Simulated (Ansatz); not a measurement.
# Work function of Sr(111): what the settings cost and change, part 2 of 2

How far do functional and pseudopotentials move the work function of Sr(111), and at what cost?

Ansatz 0.2.0; plane-wave DFT, PBE, Ansatz PAW (the session's first sound run).

So far, work function, upper face (eV): step 2 (slab, setting PBE, Ansatz PAW (420 eV)) 2.71; step 5 (RPBE) 2.64; step 6 (r2SCAN) 2.77; step 7 (PBE JTH) 2.71; step 8 (PBE norm-conserving) 2.71.

**9. Slab**

This step: plane-wave DFT, LDA, norm-conserving (Ansatz 0.2.0).

Contents of input.yaml:

```yaml
crystal:
  lattice:
    - [4.2992092296, 0.0, 0.0]
    - [2.1496046148, 3.723224409, 0.0]
    - [0.0, 0.0, 39.06173782]
  atoms:
    - { symbol: Sr, position: [0.0, 0.0, 0.2304044956] }
    - { symbol: Sr, position: [0.3333333333, 0.3333333333, 0.3202696637] }
    - { symbol: Sr, position: [0.6666666667, 0.6666666667, 0.4101348319] }
    - { symbol: Sr, position: [0.0, 0.0, 0.5] }
    - { symbol: Sr, position: [0.3333333333, 0.3333333333, 0.5898651681] }
    - { symbol: Sr, position: [0.6666666667, 0.6666666667, 0.6797303363] }
    - { symbol: Sr, position: [0.0, 0.0, 0.7695955044] }
kpoints:
  mp_grid: { grid: [11, 11, 1] }
hamiltonian:
  xc: lda
  pseudopotentials: { kind: nc }
scf:
  occupations: { method: fermi_dirac, width: 0.1 }
  convergence: { dr2_threshold: 1.0e-09 }
efield:
  axis: 3
  dipole_correction: true
  ramp_position: 0.97
  ramp_width: 0.06
output:
  write_potential: true
  write_density: true
  volumetric_format: npy
```

Command:

```sh
$ ansatz run input.yaml --threads 4 --pin off --max-ram 6144MiB --backend cpu --events-out ev --progress --plain --runs-dir out
```

Standard output:

```text
[...]
Crystal: 7 atoms, lattice volume = 625.258 Å³
Basis set: ecut = 925.187132 eV, 40117 PW (Γ)
Bands: 42, of which v1, the nominal top of the filled ones, is band 35 counted from 1 (34 counted from 0)
Symmetry: 6 space group operations
k-points: 16 of 121 (time reversal used)
[...]
k-point 0: bands = [... 31 lower, -0.6899, -0.2251, 0.2636, 0.6851, 2.1310, 2.2616, 2.5154, 2.8021, ... 10 higher]
  k-point 1: bands = [... 31 lower, -0.5794, -0.1156, 0.3747, 0.8028, 2.1310, 2.2837, 2.5412, 2.8192, ... 10 higher]
  k-point 2: bands = [... 31 lower, -0.2627, 0.1951, 0.6862, 1.1309, 2.1313, 2.3429, 2.6098, 2.8515, ... 10 higher]
  k-point 15: bands = [... 31 lower, 1.8106, 1.9151, 1.9691, 2.0147, 2.1480, 2.1705, 2.2651, 2.3185, ... 10 higher]
[key lines of the parts left out:]
SCF converged after 12 iterations
Free energy (F): -6526.836332 eV
Fermi energy:    2.024212 eV
Dipole field:    D = -0.000001 V/Å  (p = -0.000004 e·Å, saw-weighted, corrected)
Work function:   Φ+ = 2.8145 eV   Φ− = 2.8145 eV
```

Wall time 2.7 min (4 threads of Arm Neoverse N1, shared host); peak memory 3 GiB; 8.7 min of CPU time.

The work function is 2.815 eV, +0.107 eV from the run “PBE, Ansatz PAW (420 eV)”, at 3.4 times its CPU time.

**10. Run, setting PBE, all layers relaxed**

This step: plane-wave DFT, PBE, Ansatz PAW (Ansatz 0.2.0).

input.yaml: that of step 9 with these lines changed.

```diff
@@ -16,4 +16,3 @@
 hamiltonian:
-  xc: lda
-  pseudopotentials: { kind: nc }
+  xc: pbe
 scf:
@@ -26,2 +25,5 @@
   ramp_width: 0.06
+relax:
+  f_tol: 0.01
+  max_steps: 40
 output:
```

Standard output:

```text
[...]
Crystal: 7 atoms, lattice volume = 625.258 Å³
Basis set: ecut = 420 eV, 12185 PW (Γ), exchange–correlation on 60×60×540 points (8 copies of the dense FFT grid, shifted against one another)
Bands: 42, of which v1, the nominal top of the filled ones, is band 35 counted from 1 (34 counted from 0)
Symmetry: 6 space group operations
[...]
atoms:
    - { symbol: Sr, position: [0, 0, 0.235224] }
    - { symbol: Sr, position: [0.333333, 0.333333, 0.322030] }
    - { symbol: Sr, position: [0.666667, 0.666667, 0.411112] }
    - { symbol: Sr, position: [0, 0, 0.500000] }
    - { symbol: Sr, position: [0.333333, 0.333333, 0.588888] }
    - { symbol: Sr, position: [0.666667, 0.666667, 0.677970] }
    - { symbol: Sr, position: [0, 0, 0.764776] }
[key lines of the parts left out:]
SCF converged after 10 iterations
Free energy (F): -24809.021995 eV
Fermi energy:    2.160559 eV
Dipole field:    D = -0.000001 V/Å  (p = -0.000003 e·Å, saw-weighted, corrected)
Work function:   Φ+ = 2.6724 eV   Φ− = 2.6724 eV
```

The job ended after 1.8 min (4 threads; peak memory 1.1 GiB; 5 min of CPU time).

The relaxation took 3 steps and lowered the energy by 0.011 eV; the largest force on the free atoms ends at 0.0076 eV/Å.

The work function is 2.672 eV, -0.036 eV from the run “PBE, Ansatz PAW (420 eV)”, at 1.9 times its CPU time.

**11. Run**

This step: plane-wave DFT, PBE, fully relativistic PAW with spin-orbit coupling (Ansatz 0.2.0).

input.yaml: that of step 10 with these lines changed.

```diff
@@ -17,2 +17,3 @@
   xc: pbe
+  pseudopotentials: { kind: paw_fr }
 scf:
@@ -25,5 +26,5 @@
   ramp_width: 0.06
-relax:
-  f_tol: 0.01
-  max_steps: 40
+magnetization:
+  noncollinear: true
+  spin_orbit: true
 output:
```

Standard output:

```text
[...]
non-collinear run that drives no moment, with spin-orbit: no starting moment large enough to seed its density (crystal.atoms[].spin), no starting occupations that ask for one, no magnetisation constraint and no magnetic field, so the semilocal B_xc is pinned to zero
Crystal: 7 atoms, lattice volume = 625.258 Å³
[...]
k-point 1: bands = [... 66 lower, 0.5348, 0.5348, 0.9770, 0.9770, 2.2186, 2.2186, 2.3986, 2.3986, ... 24 higher]
  k-point 2: bands = [... 66 lower, 0.8406, 0.8406, 1.2974, 1.2974, 2.2296, 2.2296, 2.4686, 2.4686, ... 24 higher]
  k-point 15: bands = [... 66 lower, 2.0940, 2.0940, 2.1446, 2.1446, 2.2689, 2.2689, 2.3278, 2.3278, ... 24 higher]
[key lines of the parts left out:]
SCF converged after 13 iterations
Magnetization: |M| = 0.0000 μB,  M = (+0.0000, +0.0000, +0.0000) μB
Free energy (F): -24813.290345 eV
Fermi energy:    2.153296 eV
Dipole field:    D = 0.000001 V/Å  (p = 0.000003 e·Å, saw-weighted, corrected)
Work function:   Φ+ = 2.7085 eV   Φ− = 2.7085 eV
```

Wall time 6.4 min (4 threads); peak memory 4.4 GiB.

The work function is 2.708 eV, +0.001 eV from the run “PBE, Ansatz PAW (420 eV)”, at 8.4 times its CPU time.

**12. Comparing the runs**

Times are for 4 threads of Arm Neoverse N1, shared host. The runs compared:

```csv
no.,setting,"work function, upper face (eV)",time,memory (GiB)
1,"PBE, Ansatz PAW (420 eV)",2.708,46 s,1.2
2,"LDA, Ansatz PAW (420 eV)",2.814,55 s,1.2
3,"PBEsol, Ansatz PAW (420 eV)",2.742,56 s,1.2
4,"RPBE, Ansatz PAW (420 eV)",2.643,55 s,1.2
5,"r2SCAN, Ansatz PAW (500 eV)",2.774,1.9 min,2.3
6,"PBE, JTH PAW (690 eV)",2.712,94 s,2.3
7,"PBE, norm-conserving (925 eV)",2.709,2.8 min,3.1
8,"LDA, norm-conserving (925 eV)",2.815,2.7 min,3.0
9,"PBE, all layers relaxed",2.672,1.8 min,1.1
10,PBE with spin-orbit coupling (420 eV),2.708,6.4 min,4.4
```

**13. A changed input**

This step: plane-wave DFT, PBE, Ansatz PAW (Ansatz 0.2.0).

An input spoilt on purpose, to show how the run answers: it repeats the earlier run “PBE, Ansatz PAW (420 eV)” with kpoints.mp_grid.grid from [11, 11, 1] to [0, 11, 1], and scf.max_iter set to 75; its output block differs too.

input.yaml: that of step 11 with these lines changed.

```diff
@@ -14,6 +14,5 @@
 kpoints:
-  mp_grid: { grid: [11, 11, 1] }
+  mp_grid: { grid: [0, 11, 1] }
 hamiltonian:
   xc: pbe
-  pseudopotentials: { kind: paw_fr }
 scf:
@@ -21,2 +20,3 @@
   convergence: { dr2_threshold: 1.0e-09 }
+  max_iter: 75
 efield:
@@ -26,5 +26,2 @@
   ramp_width: 0.06
-magnetization:
-  noncollinear: true
-  spin_orbit: true
 output:
```

Standard output:

```text
Error: invalid value for `kpoints.mp_grid.grid`: each dimension must be in 1..=255
```

The job ended after 0.08 s (4 threads; peak memory 0.1 GiB; 0.05 s of CPU time).

The program refused the input before any cycle.

The program's message: “Error: invalid value for `kpoints.mp_grid.grid`: each dimension must be in 1..=255”

The fault put into the input: a zero in the mesh.

**14. Results**

| Quantity | Value |
| --- | --- |
| work function, PBE, Ansatz PAW (420 eV) | 2.708 eV |
| work function, LDA, Ansatz PAW (420 eV) | 2.814 eV |
| work function, RPBE, Ansatz PAW (420 eV) | 2.643 eV |
| work function, r2SCAN, Ansatz PAW (500 eV) | 2.774 eV |
| work function, LDA, norm-conserving (925 eV) | 2.815 eV |
| work function, PBE, all layers relaxed | 2.672 eV |
| work function, PBE with spin-orbit coupling (420 eV) | 2.708 eV |

What this shows: PBE on the default files gives 2.71 eV, and the settings tried spread the value from 2.64 to 2.81 eV. At one geometry LDA lies 0.11 eV above PBE. The choice of pseudopotentials moves the PBE value by 0.004 eV. Relaxing the layers changes it by -0.036 eV. Spin-orbit coupling, on the fully relativistic files, changes it by +0.00 eV. The ladder's slabs use the tabulated experimental lattice constant (two decimals; a low-temperature value for the alkali metals).

[Long decimals in the printed logs are rounded to 6 places.]

[Logs are printed without paths, hosts, clocks, repeated set-up lines and the standing remarks that a program may print on its own settings, such as how far it seeks lower states.]

[Hosts, paths, dates, database ids (printed as entryN), source tags and the programs' standing remarks are cut or masked in the printed files.]

[Maps of the electrostatic potential energy from Ansatz leave out the sawtooth potential of an applied field or a dipole correction, so their vacuum need not be flat; planar profiles and work functions include it.]
